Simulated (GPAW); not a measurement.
Consider zinc-blende (GaAs)1-x(GaP)x, x = 0.875.

```xyz
16
Lattice="0.0000 5.4763 5.4763 5.4763 0.0000 5.4763 5.4763 5.4763 0.0000" Properties=species:S:1:pos:R:3 pbc="T T T"
Ga    5.4975   10.9299    5.4993
P     1.3700    1.3661    1.3690
Ga    2.7459    8.2031    5.4745
P     4.0967    4.1111    1.3654
Ga    8.1782   10.9118    8.1939
As    4.0994    1.3638    4.0989
Ga    5.4915    8.2405    8.1841
P     6.8390    4.0938    4.1178
Ga   10.9289    8.2009    8.1991
P     1.3433    4.0957    4.0960
Ga    8.1982    5.4662    8.2195
P     4.1011    6.8305    4.1037
Ga    8.1800    8.2395    5.4869
P     4.0978    4.1081    6.8332
Ga    5.4789    5.4795    5.4785
P     6.8460    6.8473    6.8466
```

Absorber: atom 1, with 3 P at 2.36 Å and 1 As at 2.42 Å (tetrahedral). Method: GPAW, PBE, excited-electron core hole (neutral cell), 16-atom cell with 7.7 Å between holes, 4×4×4 k points, dipole transitions, Gaussian full width 1.82 eV up to 4 eV, rising linearly to 3.5 eV at 25 eV.

What does the Ga K edge look like?

Main maxima up to 25 eV above the zero (height): 3.8 eV (1.73), 7.6 eV (0.96) and 11.6 eV (1.11). A K edge sees empty p states on the absorber. 

The Ga K spectrum (energy from the bottom of the conduction band, which holds the excited electron; intensity scaled to a mean of 1 over the first 20 eV):

| E (eV) | intensity |
| --- | --- |
| -2.0 | 0.00 |
| -1.0 | 0.01 |
| 0.0 | 0.15 |
| 1.0 | 0.54 |
| 2.0 | 1.02 |
| 3.0 | 1.49 |
| 4.0 | 1.72 |
| 5.0 | 1.34 |
| 6.0 | 0.97 |
| 7.0 | 0.94 |
| 8.0 | 0.95 |
| 9.0 | 0.88 |
| 10.0 | 0.98 |
| 11.0 | 1.10 |
| 12.0 | 1.10 |
| 13.0 | 1.04 |
| 14.0 | 1.00 |
| 15.0 | 0.93 |
| 16.0 | 0.86 |
| 17.0 | 0.86 |
| 18.0 | 0.87 |
| 19.0 | 0.82 |
| 20.0 | 0.79 |
| 21.0 | 0.80 |
| 22.0 | 0.79 |
| 23.0 | 0.74 |
| 24.0 | 0.70 |
| 25.0 | 0.71 |

The script folds with a Gaussian, whereas the core hole's own line is a Lorentzian, so the onset is too steep and the first peak too high.

[Banner, clock and machine lines of the logs are left out without a mark of their own.]

[Logs are printed without paths, hosts, clocks, repeated set-up lines and the standing remarks that a program may print on its own settings, such as how far it seeks lower states.]

[Hosts, paths, dates, database ids (printed as entryN), source tags and the programs' standing remarks are cut or masked in the printed files.]

[Lists of maxima count a maximum above −3 eV only where it reaches 4 % of the highest in the window and stands out from its surroundings by 2 % of it (1.5 % where it reaches 55 %); shoulders and weaker maxima are passed over, and of the rest the first, up to two pre-edge ones and the few strongest are named.]
